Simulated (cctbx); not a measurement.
## X-rays or neutrons for the lightest atoms?

Cell a = 4.5860 Å, b = 4.5860 Å, c = 5.3530 Å, α = 90.00°, β = 90.00°, γ = 120.00°; space group P3m1 (no. 156); content Ba1 In1 Zn1 H1. The heavier atoms are placed; H is still missing.

Simulated single-crystal data (cctbx): Mo Kα, λ = 0.71073 Å, to d = 0.7 Å, 95 % of the full sphere, strongest reflection 70000 counts, noise from counting, a 3 % proportional error and a noise floor of 4 counts (s.d.); no absorption.

Refinement without H (map in e/Å³):

```text
Rint 0.023, 269 unique reflections to 0.70 A
cycle     R1     wR2    GooF  max shift (A)
   1  0.1684  0.3820  20.474   0.03554
   2  0.0078  0.0193   1.034   0.00000
final R1 0.0078 wR2 0.0193 GooF 1.034  parameters 6  data/parameter 44.8
atom        x        y        z      Ueq    occ   su(xyz)  su(Uiso or U11)
Ba1    0.33333  0.66667  0.99104   0.0023  1.000  0.00002  0.0001
In1    0.66667  0.33333  0.44474   0.0030  1.000  0.00003  0.0001
Zn1    0.00000  0.00000  0.58216   0.0044  1.000  0.00008  0.0001
difference map: max 0.54 min -0.30 rms 0.09
Q1    0.3333  0.6667  0.9930    1    0.54  0.01 A from Ba1
Q2    0.0000  0.0000  0.5248    1    0.39  0.31 A from Zn1
Q3    0.6667  0.3333  0.4540    1    0.38  0.05 A from In1
Q4    0.0000  0.0000  0.9116    1    0.37  1.76 A from Zn1
Q5    0.0000  0.0000  0.7675    1    0.35  0.99 A from Zn1
Q6    0.3333  0.6667  0.4970    1    0.34  2.64 A from Ba1
Q7    0.0000  0.0000  0.0569    1    0.32  2.54 A from Zn1
Q8    0.6667  0.3333  0.2600    1    0.30  0.99 A from In1
```

Simulated single-crystal data (cctbx): neutrons of λ = 1.17 Å, to d = 0.8 Å, 95 % of the full sphere, strongest reflection 5000 counts, noise from counting, a 3 % proportional error and a noise floor of 4 counts (s.d.); no absorption.

Refinement without H (map in fm/Å³; only maxima are listed):

```text
Rint 0.026, 184 unique reflections to 0.81 A
cycle     R1     wR2    GooF  max shift (A)
   1  0.2428  0.5046  22.951   0.03504
   8  0.2053  0.4181  19.019   0.00237
final R1 0.2052 wR2 0.4187 GooF 19.045  parameters 6  data/parameter 30.7
atom        x        y        z      Ueq    occ   su(xyz)  su(Uiso or U11)
Ba1    0.33333  0.66667  0.99117   0.0178  1.000  0.00225  0.0033
In1    0.66667  0.33333  0.44485   0.0066  1.000  0.00270  0.0034
Zn1    0.00000  0.00000  0.58186   0.0019  1.000  0.00202  0.0025
difference map: max 4.09 min -9.07 rms 0.57
Q1    0.0000  0.0000  0.5887    1    4.10  0.04 A from Zn1
Q2    0.3333  0.6667  0.9929    1    2.92  0.01 A from Ba1
Q3    0.6667  0.3333  0.7942    1    1.96  1.87 A from In1
Q4    0.0000  0.0000  0.0467    1    1.39  2.49 A from Zn1
Q5    0.3333  0.6667  0.7953    1    1.19  1.05 A from Ba1
Q6    0.0950  0.1900  0.9144    3    1.15  1.93 A from Zn1
Q7    0.3333  0.6667  0.5099    1    1.10  2.58 A from Ba1
Q8    0.0000  0.0000  0.7778    1    0.94  1.05 A from Zn1
```

**Question.** Where is H, and which data fix it better?

H sits at (0, 0, 0.9151). Adding it takes R1 from 0.008 to 0.007 with X-rays and from 0.205 to 0.010 with neutrons. Its largest coordinate s.u. is 0.01447 with X-rays and 0.00018 with neutrons, so neutrons fix it better in these data. In the X-ray map Q4 marks it. No listed neutron peak is on it. Natural H has a negative scattering length, so it shows as a hole in the neutron map (minimum -9.1), not among the maxima.

Final neutron refinement:

```text
Rint 0.026, 184 unique reflections to 0.81 A
cycle     R1     wR2    GooF  max shift (A)
   1  0.1428  0.3254  14.887   0.04046
   2  0.0096  0.0218   0.997   0.00001
final R1 0.0096 wR2 0.0218 GooF 0.997  parameters 8  data/parameter 23.0
atom        x        y        z      Ueq    occ   su(xyz)  su(Uiso or U11)
Ba1    0.33333  0.66667  0.99107   0.0025  1.000  0.00008  0.0001
In1    0.66667  0.33333  0.44483   0.0032  1.000  0.00010  0.0002
Zn1    0.00000  0.00000  0.58224   0.0046  1.000  0.00008  0.0001
H1     0.00000  0.00000  0.90988   0.0126  1.000  0.00018  0.0002
difference map: max 0.08 min -0.12 rms 0.02
Q1    0.3333  0.6667  0.1587    1    0.08  0.90 A from Ba1
Q2    0.3333  0.6667  0.8542    1    0.07  0.73 A from Ba1
Q3    0.6667  0.3333  0.5590    1    0.07  0.61 A from In1
Q4    0.2045  0.4090  0.8117    3    0.06  1.40 A from Ba1
Q5    0.0000  0.0000  0.4198    1    0.06  0.87 A from Zn1
Q6    0.0279  0.5139  0.1023    3    0.06  1.35 A from Ba1
```

This is a model crystal, built by substitution and not relaxed, with assumed displacement parameters.

[Middle refinement cycles are left out of these outputs.]

[Logs are printed without paths, hosts, clocks, repeated set-up lines and the standing remarks that a program may print on its own settings, such as how far it seeks lower states.]
